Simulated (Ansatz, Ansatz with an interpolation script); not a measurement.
Rows from a G0W0 calculation on Bi2Te2Pb2S3 (P-3m1) (Ansatz 0.2.0; G0W0 on LDA, plane waves, PAW; PAW set soft_1; 6×6×2 mesh, 1109 empty bands, screening to 150 eV, PAW set soft_1 files), in eV. Spin-orbit coupling is left out.

```csv
row,Σx,Σc,Vxc,Z
A,-10.20,-3.33,-13.68,0.75
B,-15.87,0.73,-14.95,0.73
C,-9.66,-3.41,-13.29,0.75
D,-15.81,0.22,-15.40,0.74
E,-9.00,-3.21,-12.39,0.76
F,-15.65,0.95,-14.46,0.73
```

Which rows are filled states and which are empty ones, and how can one tell?

Filled: B, D and F. Empty: A, C and E. The sign of Σc tells: for a filled state bare exchange, which holds its interaction with itself, lies below Vxc (Σx − Vxc is -0.4 eV or lower here) and screening gives part back as a positive Σc. For an empty state Σx lies above Vxc (+3.4 eV or more) and the Coulomb hole leaves Σc negative.

[Paths, hosts, dates, memory and timing lines, banners, echoed tables and standing remarks are left out of the program output.]

[Logs are printed without paths, hosts, clocks, repeated set-up lines and the standing remarks that a program may print on its own settings, such as how far it seeks lower states.]

[Runs of the session that timed out or met a known fault of the program may be left out.]

[Hosts, paths, dates, database ids (printed as entryN), source tags and the programs' standing remarks are cut or masked in the printed files.]
